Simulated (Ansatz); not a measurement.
## O on W(110): change of the work function

How does O on the hollow site change the work function of W(110) as the layer fills?

Calculated with Ansatz 0.2.0; plane-wave DFT, PBE, Ansatz PAW.

**1. Set-up**

The cell holds 4 atoms: 4 W. Cell: a = 2.737 Å, b = 2.737 Å, c = 24.703 Å, α = 90.0°, β = 90.0°, γ = 70.5°. Vacuum lies along c.

**2. The clean slab**

The bare slab comes first, as the zero from which every change is counted. The two lowest layers are held at bulk places and the upper ones relax. The dipole correction removes the false field that a one-sided slab makes across the periodic vacuum, so each face gets a flat vacuum level of its own.

File input.yaml:

```yaml
crystal:
  lattice:
    - [2.2344574285, -1.58, 0.0]
    - [2.2344574285, 1.58, 0.0]
    - [0.0, 0.0, 24.7033722856]
  atoms:
    - { symbol: W, position: [0.0, 0.0, 0.3643227287] }
    - { symbol: W, position: [0.5, 0.5, 0.4547742429] }
    - { symbol: W, position: [0.0, 0.0, 0.5452257571] }
    - { symbol: W, position: [0.5, 0.5, 0.6356772713] }
kpoints:
  mp_grid: { grid: [12, 12, 1] }
hamiltonian:
  xc: pbe
scf:
  occupations: { method: fermi_dirac, width: 0.1 }
  convergence: { dr2_threshold: 1.0e-08 }
efield:
  axis: 3
  dipole_correction: true
  ramp_position: 0.97
  ramp_width: 0.06
relax:
  f_tol: 0.02
  max_steps: 60
  constraints: [{ sites: [0, 1] }]
output:
  write_potential: true
  write_density: true
  volumetric_format: npy
```

Started as:

```
$ ansatz run input.yaml --threads 4 --pin off --max-ram 16384MiB --backend cpu --events-out ev --progress --plain --runs-dir out
```

Output:

```text
Engine: ansatz 0.2.0, aarch64-unknown-linux-gnu
Pseudopotentials: kind: paw
Pseudopotential: W, paw, valence charge 14, recommended cutoff 420 eV (normal), W.paw.azcp
Functional definition: PBE
  parameter kappa = 0.804
  parameter beta = 0.066725
  exchange = pbe_x(kappa = kappa, mu = beta*pi^2/3)
  correlation = pbe_c(beta = beta)
Crystal: 4 atoms, lattice volume = 174.428 Å³
Basis set: ecut = 420 eV, 3461 PW (Γ), exchange–correlation on 40×40×360 points (8 copies of the dense FFT grid, shifted against one another)
Bands: 34, of which v1, the nominal top of the filled ones, is band 28 counted from 1 (27 counted from 0)
Symmetry: 4 space group operations
k-points: 43 of 144
Non-local potential: W, projectors of the file, l = 0: 3, l = 1: 2, l = 2: 2, l = 3: 1
PAW form: soft (Blöchl's): semilocal exchange-correlation on the pseudo side does not see the compensation charge
PAW one-centre angular grid: W, 590 points (default); XC on 64 Gauss nodes
Initial density: superposition of atomic densities (neutral atoms: chi_scale 0, normalization atom), corrected by the library's trained network
Initial wavefunctions: pseudopotential atomic-orbital guess
Functional: x = pbe(κ = 0.804, μ = 0.219515), c = pbe(β = 0.066725)
SCF iter   1: F=—  HF=-41536.547941 eV  |F-HF|=—  |Δ(HF+E_count)|=         —  Δρ=9.69e-3  dr2=1.99e0  ethr=1.77e-3  p=0.000 e·Å  D=4.83e-14 V/Å  ΔV_dip=-0.00 eV  dr2_dipole=2.75e-7  V_vac-E_F(+/−)=5.06/5.06 eV  ⟨swp⟩=7.9  Hψ=15776  notcnv=0  defer=16
efield: sawtooth ramp at fractional position 0.9700 (set: `efield.ramp_position`, or a place that a band, a saddle search or an elastic batch's reference lends), width 0.0600; the density the first Hamiltonian is built on has a dipole p = 0.000 e·Å; the dipole correction subtracts the counter field D = 4.83e-14 V/Å, which shifts the + side's vacuum level by -0.00 eV against the − side's; the planar-averaged density in the ramp window peaks in size at 1.1e-5 e/Å³
automatic band count: the SCF goes on with 40 bands, as 34 were too few: the levels above may hold too much charge
preconditioner: auto → LDOS  [metal: Δε(μ)=0.044 eV  Ē_g=6.098 eV  σ=0.100 eV  W_gap=0.11  n_scr=16 (ndim 8)  ℏωp=13.8 eV  f_vac=0.562  D(μ)=3.18/eV (n_scr^D=14)  β→1.0]
SCF iter   2: F=—  HF=-41536.463453 eV  |F-HF|=—  |Δ(HF+E_count)|=   8.45e-2  Δρ=3.80e-3  dr2=1.53e-1  ethr=1.77e-3  p=-0.000 e·Å  D=-1.41e-5 V/Å  ΔV_dip=0.00 eV  dr2_dipole=9.41e-8  V_vac-E_F(+/−)=4.91/4.91 eV  ⟨swp⟩=2.0  Hψ=2409  notcnv=0  defer=46
SCF iter   3: F=—  HF=-41536.454051 eV  |F-HF|=—  |Δ(HF+E_count)|=   9.40e-3  Δρ=7.33e-4  dr2=4.77e-3  ethr=2.73e-4  p=-0.000 e·Å  D=-5.84e-6 V/Å  ΔV_dip=0.00 eV  dr2_dipole=2.39e-8  V_vac-E_F(+/−)=4.90/4.90 eV  ⟨swp⟩=1.9  Hψ=2195  notcnv=0  defer=48
SCF iter   4: F=—  HF=-41536.453642 eV  |F-HF|=—  |Δ(HF+E_count)|=   4.09e-4  Δρ=2.26e-4  dr2=2.83e-4  ethr=8.51e-6  p=-0.000 e·Å  D=-2.80e-6 V/Å  ΔV_dip=0.00 eV  dr2_dipole=3.72e-9  V_vac-E_F(+/−)=4.90/4.90 eV  ⟨swp⟩=2.2  Hψ=2210  notcnv=0  defer=48
SCF iter   5: F=—  HF=-41536.453616 eV  |F-HF|=—  |Δ(HF+E_count)|=   2.57e-5  Δρ=8.21e-5  dr2=9.88e-6  ethr=5.05e-7  p=-0.000 e·Å  D=-1.58e-6 V/Å  ΔV_dip=0.00 eV  dr2_dipole=4.44e-10  V_vac-E_F(+/−)=4.90/4.90 eV  ⟨swp⟩=2.8  Hψ=2489  notcnv=0  defer=48
SCF iter   6: F=—  HF=-41536.453677 eV  |F-HF|=—  |Δ(HF+E_count)|=   6.09e-5  Δρ=1.85e-5  dr2=1.78e-6  ethr=1.76e-8  p=-0.000 e·Å  D=-3.96e-7 V/Å  ΔV_dip=0.00 eV  dr2_dipole=1.10e-14  V_vac-E_F(+/−)=4.90/4.90 eV  ⟨swp⟩=3.0  Hψ=2816  notcnv=0  defer=46
SCF iter   7: F=—  HF=-41536.453677 eV  |F-HF|=—  |Δ(HF+E_count)|=   1.78e-7  Δρ=5.89e-6  dr2=9.96e-8  ethr=3.18e-9  p=-0.000 e·Å  D=-1.01e-7 V/Å  ΔV_dip=0.00 eV  dr2_dipole=1.15e-12  V_vac-E_F(+/−)=4.90/4.90 eV  ⟨swp⟩=2.1  Hψ=2209  notcnv=0  defer=46
SCF iter   8: F=—  HF=-41536.453677 eV  |F-HF|=—  |Δ(HF+E_count)|=   1.72e-7  Δρ=2.09e-6  dr2=1.13e-8  ethr=1.79e-11  p=-0.000 e·Å  D=-5.65e-8 V/Å  ΔV_dip=0.00 eV  dr2_dipole=6.97e-14  V_vac-E_F(+/−)=4.90/4.90 eV  ⟨swp⟩=12.3  Hψ=12536  notcnv=0
SCF iter   9: F=-41536.453677 eV  HF=-41536.453677 eV  |F-HF|=2.90e-9  |Δ(HF+E_count)|=   2.45e-9  Δρ=6.34e-7  dr2=1.02e-9  ethr=1.79e-11  p=-0.000 e·Å  D=-1.55e-8 V/Å  ΔV_dip=0.00 eV  dr2_dipole=4.30e-15  V_vac-E_F(+/−)=4.90/4.90 eV  ⟨swp⟩=10.8  Hψ=10717  notcnv=0
SCF 1 converged in 9 iterations: F = -41536.453677 eV  dr2 = 1.02e-9
  greatest PAW one-centre occupation: 1.000 electrons in one spin orbital (limit 2), on the W atom at site 0 (counted from 0), in its partial waves of l = 0
relax step   1: F+E_penalty+E_count = -41536.45367728 eV  Δ(F+E_penalty+E_count) = +0.000e0 eV  max|allowed force component| = 6.535e-1 eV/Å  Δτ_max = 0.0000 Å  (9 SCF iters, accepted)
Bands: 40, of which v1, the nominal top of the filled ones, is band 28 counted from 1 (27 counted from 0)
Initial density: handed on by an earlier stage of this run
Initial wavefunctions: those handed on with the density
iter 1 solved again at ethr=9.58e-4 eV; its pass at ethr=3.10e-3 eV (dr2=5.36e-1 eV) is discarded
SCF iter   1: F=—  HF=-41536.451060 eV  |F-HF|=—  |Δ(HF+E_count)|=         —  Δρ=7.55e-3  dr2=5.51e-1  ethr=9.58e-4  p=-0.000 e·Å  D=-4.98e-7 V/Å  ΔV_dip=0.00 eV  dr2_dipole=8.25e-2  V_vac-E_F(+/−)=4.92/4.92 eV  ⟨swp⟩=1.6  Hψ=6453  notcnv=0  defer=49
efield: sawtooth ramp at fractional position 0.9700 (set: `efield.ramp_position`, or a place that a band, a saddle search or an elastic batch's reference lends), width 0.0600; the density the first Hamiltonian is built on has a dipole p = -0.000 e·Å; the dipole correction subtracts the counter field D = -4.98e-7 V/Å, which shifts the + side's vacuum level by +0.00 eV against the − side's; the planar-averaged density in the ramp window peaks in size at 4.2e-6 e/Å³
preconditioner: auto → LDOS  [metal: Δε(μ)=0.008 eV  Ē_g=6.108 eV  σ=0.100 eV  W_gap=0.02  n_scr=16 (ndim 8)  ℏωp=13.8 eV  f_vac=0.561  D(μ)=3.03/eV (n_scr^D=12)  β→1.0]
SCF iter   2: F=—  HF=-41536.439067 eV  |F-HF|=—  |Δ(HF+E_count)|=   1.20e-2  Δρ=5.12e-3  dr2=1.98e-1  ethr=9.58e-4  p=0.007 e·Å  D=7.37e-3 V/Å  ΔV_dip=-0.18 eV  dr2_dipole=2.51e-3  V_vac-E_F(+/−)=4.72/4.90 eV  ⟨swp⟩=2.7  Hψ=2768  notcnv=0  defer=49
SCF iter   3: F=—  HF=-41536.411540 eV  |F-HF|=—  |Δ(HF+E_count)|=   2.75e-2  Δρ=1.14e-3  dr2=8.39e-3  ethr=3.53e-4  p=0.005 e·Å  D=5.11e-3 V/Å  ΔV_dip=-0.13 eV  dr2_dipole=6.86e-5  V_vac-E_F(+/−)=4.79/4.91 eV  ⟨swp⟩=2.4  Hψ=2949  notcnv=0  defer=49
[...]
SCF iter   3: F=—  HF=-41536.467263 eV  |F-HF|=—  |Δ(HF+E_count)|=   1.04e-2  Δρ=8.47e-4  dr2=5.12e-3  ethr=1.42e-4  p=0.004 e·Å  D=4.30e-3 V/Å  ΔV_dip=-0.11 eV  dr2_dipole=4.39e-5  V_vac-E_F(+/−)=4.79/4.90 eV  ⟨swp⟩=2.6  Hψ=3087  notcnv=0  defer=49
SCF iter   4: F=—  HF=-41536.466247 eV  |F-HF|=—  |Δ(HF+E_count)|=   1.02e-3  Δρ=1.79e-4  dr2=1.18e-4  ethr=9.14e-6  p=0.004 e·Å  D=3.68e-3 V/Å  ΔV_dip=-0.09 eV  dr2_dipole=5.74e-7  V_vac-E_F(+/−)=4.81/4.90 eV  ⟨swp⟩=2.5  Hψ=2483  notcnv=0  defer=49
SCF iter   5: F=—  HF=-41536.466260 eV  |F-HF|=—  |Δ(HF+E_count)|=   1.35e-5  Δρ=5.43e-5  dr2=8.97e-6  ethr=2.11e-7  p=0.003 e·Å  D=3.19e-3 V/Å  ΔV_dip=-0.08 eV  dr2_dipole=8.65e-7  V_vac-E_F(+/−)=4.82/4.90 eV  ⟨swp⟩=2.2  Hψ=2723  notcnv=0  defer=49
SCF iter   6: F=—  HF=-41536.466316 eV  |F-HF|=—  |Δ(HF+E_count)|=   5.58e-5  Δρ=1.68e-5  dr2=2.41e-6  ethr=1.60e-8  p=0.003 e·Å  D=2.93e-3 V/Å  ΔV_dip=-0.07 eV  dr2_dipole=2.53e-8  V_vac-E_F(+/−)=4.83/4.90 eV  ⟨swp⟩=2.8  Hψ=3011  notcnv=0  defer=49
SCF iter   7: F=—  HF=-41536.466316 eV  |F-HF|=—  |Δ(HF+E_count)|=   9.87e-8  Δρ=6.68e-6  dr2=1.22e-7  ethr=4.30e-9  p=0.003 e·Å  D=2.81e-3 V/Å  ΔV_dip=-0.07 eV  dr2_dipole=1.60e-9  V_vac-E_F(+/−)=4.83/4.90 eV  ⟨swp⟩=2.0  Hψ=2145  notcnv=0  defer=49
SCF iter   8: F=—  HF=-41536.466316 eV  |F-HF|=—  |Δ(HF+E_count)|=   1.35e-7  Δρ=2.67e-6  dr2=2.96e-8  ethr=2.18e-10  p=0.003 e·Å  D=2.77e-3 V/Å  ΔV_dip=-0.07 eV  dr2_dipole=8.00e-10  V_vac-E_F(+/−)=4.83/4.90 eV  ⟨swp⟩=3.0  Hψ=3071  notcnv=0  defer=49
SCF iter   9: F=-41536.466316 eV  HF=-41536.466316 eV  |F-HF|=3.74e-9  |Δ(HF+E_count)|=   1.98e-8  Δρ=7.34e-7  dr2=1.32e-9  ethr=1.79e-11  p=0.003 e·Å  D=2.76e-3 V/Å  ΔV_dip=-0.07 eV  dr2_dipole=5.96e-13  V_vac-E_F(+/−)=4.83/4.90 eV  ⟨swp⟩=11.1  Hψ=11214  notcnv=0
SCF 3 converged in 9 iterations: F = -41536.466316 eV  dr2 = 1.32e-9
relax step   3: F+E_penalty+E_count = -41536.46631625 eV  Δ(F+E_penalty+E_count) = -1.264e-2 eV  max|allowed force component| = 9.000e-2 eV/Å  Δτ_max = 0.0345 Å  (9 SCF iters, accepted)
SCF iter   1: F=—  HF=-41536.467006 eV  |F-HF|=—  |Δ(HF+E_count)|=         —  Δρ=7.95e-4  dr2=4.51e-3  ethr=1.73e-4  p=0.003 e·Å  D=2.76e-3 V/Å  ΔV_dip=-0.07 eV  dr2_dipole=5.29e-4  V_vac-E_F(+/−)=4.83/4.90 eV  ⟨swp⟩=2.1  Hψ=2956  notcnv=0  defer=49
efield: sawtooth ramp at fractional position 0.9700 (set: `efield.ramp_position`, or a place that a band, a saddle search or an elastic batch's reference lends), width 0.0600; the density the first Hamiltonian is built on has a dipole p = 0.003 e·Å; the dipole correction subtracts the counter field D = 2.76e-3 V/Å, which shifts the + side's vacuum level by -0.07 eV against the − side's; the planar-averaged density in the ramp window peaks in size at 2.5e-6 e/Å³
preconditioner: auto → LDOS  [metal: Δε(μ)=0.042 eV  Ē_g=6.069 eV  σ=0.100 eV  W_gap=0.10  n_scr=16 (ndim 8)  ℏωp=13.8 eV  f_vac=0.561  D(μ)=3.08/eV (n_scr^D=14)  β→1.0]
SCF iter   2: F=—  HF=-41536.466782 eV  |F-HF|=—  |Δ(HF+E_count)|=   2.25e-4  Δρ=3.58e-4  dr2=1.22e-3  ethr=8.05e-6  p=0.002 e·Å  D=2.05e-3 V/Å  ΔV_dip=-0.05 eV  dr2_dipole=4.65e-5  V_vac-E_F(+/−)=4.85/4.90 eV  ⟨swp⟩=2.0  Hψ=2582  notcnv=0  defer=49
SCF iter   3: F=—  HF=-41536.466693 eV  |F-HF|=—  |Δ(HF+E_count)|=   8.84e-5  Δρ=1.37e-4  dr2=1.44e-4  ethr=2.17e-6  p=0.002 e·Å  D=2.31e-3 V/Å  ΔV_dip=-0.06 eV  dr2_dipole=1.26e-5  V_vac-E_F(+/−)=4.84/4.90 eV  ⟨swp⟩=2.0  Hψ=2277  notcnv=0  defer=49
SCF iter   4: F=—  HF=-41536.466668 eV  |F-HF|=—  |Δ(HF+E_count)|=   2.55e-5  Δρ=3.26e-5  dr2=6.82e-6  ethr=2.57e-7  p=0.002 e·Å  D=2.20e-3 V/Å  ΔV_dip=-0.05 eV  dr2_dipole=8.20e-7  V_vac-E_F(+/−)=4.84/4.90 eV  ⟨swp⟩=3.4  Hψ=3097  notcnv=0  defer=49
SCF iter   5: F=—  HF=-41536.466723 eV  |F-HF|=—  |Δ(HF+E_count)|=   5.51e-5  Δρ=1.10e-5  dr2=2.53e-7  ethr=1.22e-8  p=0.002 e·Å  D=2.19e-3 V/Å  ΔV_dip=-0.05 eV  dr2_dipole=5.43e-9  V_vac-E_F(+/−)=4.84/4.90 eV  ⟨swp⟩=2.5  Hψ=2375  notcnv=0  defer=49
SCF iter   6: F=—  HF=-41536.466723 eV  |F-HF|=—  |Δ(HF+E_count)|=   2.64e-7  Δρ=4.53e-6  dr2=3.51e-8  ethr=4.52e-10  p=0.002 e·Å  D=2.20e-3 V/Å  ΔV_dip=-0.05 eV  dr2_dipole=1.68e-10  V_vac-E_F(+/−)=4.84/4.90 eV  ⟨swp⟩=2.8  Hψ=3016  notcnv=0  defer=49
SCF iter   7: F=-41536.466723 eV  HF=-41536.466723 eV  |F-HF|=5.69e-9  |Δ(HF+E_count)|=   7.88e-8  Δρ=1.73e-6  dr2=9.35e-9  ethr=1.79e-11  p=0.002 e·Å  D=2.20e-3 V/Å  ΔV_dip=-0.05 eV  dr2_dipole=1.03e-12  V_vac-E_F(+/−)=4.84/4.90 eV  ⟨swp⟩=11.5  Hψ=11409  notcnv=0
SCF 4 converged in 7 iterations: F = -41536.466723 eV  dr2 = 9.35e-9
relax step   4: F+E_penalty+E_count = -41536.46672319 eV  Δ(F+E_penalty+E_count) = -4.069e-4 eV  max|allowed force component| = 1.129e-2 eV/Å  Δτ_max = 0.0139 Å  (7 SCF iters, accepted)
NSCF: frozen V_eff on 43 k-points
the band table was solved once a step of the walk had ended and its energy, with any forces and stress, was formed, with the checks that follow a solve (9071 applications of the Hamiltonian). They found nothing against the state; the energy, forces and stress were not computed again (output.eigenvalues in the input reference)
WARN: The output density's exchange-correlation potential varies sharply where the density is thin. Do not read a vacuum level from v_tot or v_xc, or from such a field of the output density. On a cell that repeats whose density bears no net charge and no dipole along the vacuum's axis use v_es (v_loc + v_h of the components); under efield.dipole_correction with no amplitude use v_es + v_field, which holds any externa [...]
SCF converged after 7 iterations
Free energy (F): -41536.466723 eV
Harris-Foulkes:  -41536.466723 eV  (|F-HF|=5.69e-9)
Internal energy: -41536.366955 eV  (E = F + TS)
E sigma→0 (E₀):  -41536.416839 eV
Entropy (-TS):   -0.099768 eV (-24.942 meV/atom)
Fermi energy:    5.203880 eV
Dipole field:    D = 0.002197 V/Å  (p = 0.002118 e·Å, saw-weighted, corrected)
Work function:   Φ+ = 4.8447 eV   Φ− = 4.8989 eV
Levels:          The Fermi level and band energies are counted from a zero that moves with the ramp; work functions are not
--- Per-component energies (eV) ---
  E_band       = -1291.057248
  E_kinetic    = 1792.505388
  E_local      = -71121.558076  (includes V_loc(G=0)·N_el)
  E_nonlocal   = 4.576205
  E_hartree    = 34741.224890
  E_xc         = -1063.352008
  E_vxc        = -949.335306  (∫ρ·V_xc dr)
  E_paw        = -34249.938995  (= ΣΔE_a)
  E_vpaw       = -499.704010  (= ΣTr[D̂ρ^β])
  E_aug_tail   = -0.000235  (compensation charges beyond the density's cutoff)
  E_efield     = 0.000002  (sawtooth field / dipole correction)
  E_vefield    = -0.001025  (∫n·V_field dr)
  E_ewald      = 28360.175874
  E_smearing   = -0.099768  (= −TS)
  E_closure    = -0.000000  (closes the sum)
  Σ components = -41536.466723   (vs F -41536.466723, Δ=0.00e0)
--- Forces (eV/Å), atoms counted from 1 ---
  atom   1  W      0.00000000     0.00000000     0.36117714
  atom   2  W      0.00000000    -0.00000000    -0.34159757
  atom   3  W      0.00000000    -0.00000000    -0.00830034
  atom   4  W      0.00000000    -0.00000000    -0.01129449
  max |Σ_I F_I| component: 1.53e-5 eV/Å
--- Band table (eV; the first three rows and the last of 43) ---
  k-point 0: bands = [... 24 lower, 3.7540, 3.7892, 3.9762, 4.5401, 4.8127, 5.7605, 6.0199, 6.9297, ... 8 higher]
  k-point 1: bands = [... 24 lower, 3.5720, 3.7614, 4.1231, 4.4811, 4.8136, 5.3411, 6.2452, 6.7515, ... 8 higher]
  k-point 2: bands = [... 24 lower, 3.3977, 3.5331, 3.9616, 4.3822, 4.9156, 5.2947, 6.6226, 6.6532, ... 8 higher]
  k-point 42: bands = [... 24 lower, 3.7933, 5.7375, 5.8442, 6.2645, 6.3571, 6.8712, 7.2505, 8.8378, ... 8 higher]
--- Relaxed structure (4 steps of the walk, 3 accepted, 0 SCFs on fresh bases) ---
  F+E_penalty+E_count = -41536.46672319 eV   max|allowed force component| = 1.129e-2 eV/Å
  atoms:
    - { symbol: W, position: [0.0, 0.0, 0.3643227287] }
    - { symbol: W, position: [0.5, 0.5, 0.4547742429] }
    - { symbol: W, position: [-6.653931e-19, 6.653931e-19, 0.546759] }
    - { symbol: W, position: [0.5, 0.5, 0.635499] }
```

It took 29 s on 4 threads of Arm Neoverse V1, shared host; peak memory 0.59 GiB; 1.9 min of CPU time.

In the SCF lines HF is the Harris–Foulkes energy and dr2 the Hartree energy of the density residual, in eV; the loop may stop once dr2 is under the threshold and the program's other checks hold. Hψ counts applications of the Hamiltonian.

The steps of the relaxation:

```csv
step,energy less that of the first step (eV),largest force component (eV/Å)
1,0.0000,0.6535
2,0.0440,1.3654
3,-0.0126,0.0900
4,-0.0130,0.0113
```

Relaxation step 2 was tried and not accepted.

The run keeps the 4 symmetry operations that the program found, so distortions that break them were not tested.

The atoms that moved most (Å):

```csv
atom,dx,dy,dz,length
W3,0.000,0.000,0.038,0.038
```

Read from the output:

- energy at zero smearing: -41536.4168 eV
- work function, upper face: 4.845 eV
- work function, lower face: 4.899 eV
- dipole along the normal: 0.002118 e·Å
- step between the vacuum levels: -0.05428 eV

Running mean over 2.234 Å of the planar mean; the ramp of the sawtooth is left out. Table of electron's electrostatic potential energy less the Fermi level by z:

```csv
z (Å),electron's electrostatic potential energy less the Fermi level (eV)
3.5,4.90
4.0,4.90
4.5,4.90
5.0,4.89
5.5,4.86
6.0,4.75
6.5,4.41
7.0,3.30
7.5,-0.135
8.0,-5.75
8.5,-10.5
9.0,-12.2
9.5,-12.5
10.0,-12.6
10.5,-12.7
11.0,-12.7
11.5,-12.7
12.0,-12.5
12.5,-12.4
13.0,-12.6
13.5,-12.8
14.0,-13.0
14.5,-13.1
15.0,-12.9
15.5,-12.5
16.0,-11.5
16.5,-7.95
17.0,-2.27
17.5,2.24
18.0,4.06
18.5,4.61
19.0,4.78
19.5,4.82
20.0,4.84
20.5,4.84
21.0,4.84
21.5,4.84
```

The relaxation took 4 steps and lowered the energy by 0.013 eV; the largest force on the free atoms ends at 0.011 eV/Å.

The work function of the upper face is 4.84 eV.

(Continued in part 2 of 4.)

[Long decimals in the printed logs are rounded to 6 places.]

[Logs are printed without paths, hosts, clocks, repeated set-up lines and the standing remarks that a program may print on its own settings, such as how far it seeks lower states.]

[Hosts, paths, dates, database ids (printed as entryN), source tags and the programs' standing remarks are cut or masked in the printed files.]

[Maps of the electrostatic potential energy from Ansatz leave out the sawtooth potential of an applied field or a dipole correction, so their vacuum need not be flat; planar profiles and work functions include it.]
